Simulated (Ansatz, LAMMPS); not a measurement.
# Cd23Hg13Se20S16 with crystalline order left by the classical run (72 atoms) under strain: runs compared

Aim: relax Cd23Hg13Se20S16 with crystalline order left by the classical run (72 atoms), then change its volume and shape to read moduli from the stress.

Computed with Ansatz 0.2.0: Kohn-Sham DFT, PBE, PAW (set soft_1, large core), plane waves.

**1. The cell as built**

The cell holds 72 atoms: 23 Cd, 13 Hg, 20 Se and 16 S. Its edges and angles: a = 12.494 Å, b = 12.494 Å, c = 12.494 Å, α = 90.0°, β = 90.0°, γ = 90.0°. 72 atoms (23 Cd, 13 Hg, 20 Se, 16 S) placed at random at 6.2 g/cm³, melted at 2500 K for 10 ps at fixed volume with the Stillinger-Weber II-VI potential (Zhou et al., Phys. Rev. B 88, 085309 (2013)). Quenched from 2500 K to 500 K at 5 K/ps and fixed volume, held 5 ps, then minimised at fixed cell.

What the set-up can't give: The quench rate of 5 K/ps far exceeds what a furnace or splat quench reaches, so expect more defects and frozen-in strain than in a real sample. The network of bonds at the start is that of the classical potential that made the cell, and needn't be the one that DFT or experiment would give. Only the Γ point is sampled. The levels lack spin–orbit coupling, which is large for the heavy elements here.

**2. The reference run**

The reference is a single point at the end of the relaxation.

Every strained cell starts from the geometry of this run, and its atoms are relaxed with the cell held.

Its input, with most atom lines left out:

```yaml
crystal:
  lattice:
    - [11.91842, -0.00519, 0.01055]
    - [-0.00519, 13.11942, -0.00138]
    - [0.01055, -0.00138, 13.11331]
  atoms:
    - { symbol: Cd, position: [0.67882, 0.65483, 0.86202] }
    - { symbol: Cd, position: [0.67619, 0.6555, 0.54136] }
    - { symbol: Cd, position: [0.68071, 0.30782, 0.2064] }
    - { symbol: Cd, position: [0.43544, 0.4754, 0.37057] }
    - { symbol: Cd, position: [0.42941, 0.15182, 0.36014] }
    - { symbol: Cd, position: [0.18289, 0.30833, 0.87292] }
    - { symbol: Cd, position: [0.92352, 0.80927, 0.37081] }
    [... atom lines 8 to 72 left out ...]
kpoints:
  mp_grid: { grid: [1, 1, 1] }
hamiltonian:
  xc: pbe
  pseudopotentials: { kind: paw, core: large, azcp: { folder: soft_1 } }
scf:
  occupations: { method: fermi_dirac, width: 0.025 }
output:
  forces: true
  stress: true
  populations: true
  dos:
    method: { smearing: { sigma: 0.08 } }
    de: 0.1
    projected: { site_lists: { Cd: [Cd], Hg: [Hg], S: [S], Se: [Se] } }
  eigenvalues: true
  write_density: true
  write_potential: true
  volumetric_format: npy
```

```
free energy per atom   : -5541.9840 eV/atom
r.m.s. force component : 0.00609 eV/Å
pressure               : -0.01255 GPa
```

4 levels are partly filled by over 2 % (at Γ alone), and the list of levels jumps by 1.8 eV between +0.05 and +1.89 eV: the Fermi level sits among few, sparse states, as at a band edge, among defect levels or in a metal whose levels bunch into shells on a coarse mesh.

**3. The runs**

Each row is one run, on 8 threads of AMD EPYC 7B13 (Zen 3), shared host. The free energy is the program's total, comparable only between runs with the same functional, potentials and atoms.

```csv
run,atoms,outcome,"ionic steps, all passes",free energy (eV),time,host memory (GiB)
Single point at the start,72,converged,-,-399021.334,15 s,2.9
Cell and atoms relaxed,72,converged,5,-399022.851,64 s,3.0
Single point at the relaxed geometry,72,converged,-,-399022.851,22 s,3.1
Volume -3 %,72,converged,2,-399022.580,26 s,3.0
Volume +3 %,72,converged,2,-399022.602,29 s,3.2
Volume -6 %,72,converged,2,-399021.684,27 s,2.9
Volume +6 %,72,converged,2,-399021.927,33 s,3.2
Volume -10 %,72,converged,21,-399019.683,4.2 min,2.8
Stretched by 1 % along x,72,converged,2,-399022.817,27 s,3.1
Compressed by 1 % along x,72,converged,2,-399022.819,27 s,3.0
Sheared by 2 % in xy,72,converged,3,-399022.815,45 s,3.1
```

In some runs the program notes that potentials were chosen by core size and the SCF threshold is loose for the stress.

**4. Pressure against volume**

Atoms are relaxed at each volume, in the scaled cell.

```csv
volume change (%),volume (Å³/atom),energy change (meV/atom),pressure (GPa),largest move on relaxing (Å),bonds
-10,25.630,44.00,4.71,0.97,144
-6,26.770,16.20,3.26,0.03,144
-3,27.624,3.77,1.48,0.00,144
+0,28.478,0.00,-0.01,-,144
+3,29.333,3.45,-1.25,0.00,144
+6,30.187,12.84,-2.26,0.03,144
```

**5. Uniaxial strain and shear**

Stress (GPa, compression positive) less that of the relaxed cell, atoms relaxed:

```csv
strain,xx,yy,zz,xy,energy change (meV/atom)
stretched by 1 % along x,-0.502,-0.391,-0.388,-0.006,0.47
compressed by 1 % along x,0.527,0.417,0.416,0.007,0.45
sheared by 2 % in xy,0.021,-0.028,0.049,-0.308,0.50
```

**6. Outcome**

The bulk modulus, from the slope of pressure against ln V over the three points nearest the relaxed volume, is 45.4 GPa; between neighbouring points the slope runs 33, 57, 49, 42 and 35 GPa from the smallest volume up, without a steady fall, so no pressure derivative is given, and the cell yields more easily when compressed beyond -6 %. At -10 % some atom moved by over 0.5 Å on relaxing, so that point may sit in another local minimum. In the Cartesian axes of the cell, finite differences give C11 = 51.4, C12 = 40.4, C13 = 40.2 and C66 = 15.4 GPa (the shear of 2 % is the engineering strain, εxy = 0.01). The mean of C11, C12 and C13, which equals the bulk modulus in a cubic or isotropic solid, is 44.0 GPa: it agrees with the bulk modulus within 10 %. For an isotropic solid C66 would equal (C11 − C12)/2 = 5.53 GPa; so small a sample needn't be isotropic, and C66 rests on one shear. The two differ too much for isotropic moduli to be formed.

**Limits.** Strains are finite and relaxations stop at the force tolerance of the input, which can leave moduli too stiff; they are those of a static cell at zero temperature. Volumes are changed with the cell's shape held, so in an anisotropic solid the modulus lies over the one under free hydrostatic load. The program notes that the SCF threshold of the relaxations is loose for the stress.

The DFT runs together took 9.4 min of wall time.

[Logs are printed without paths, hosts, clocks, repeated set-up lines and the standing remarks that a program may print on its own settings, such as how far it seeks lower states.]

[Hosts, paths, dates, database ids (printed as entryN), source tags and the programs' standing remarks are cut or masked in the printed files.]
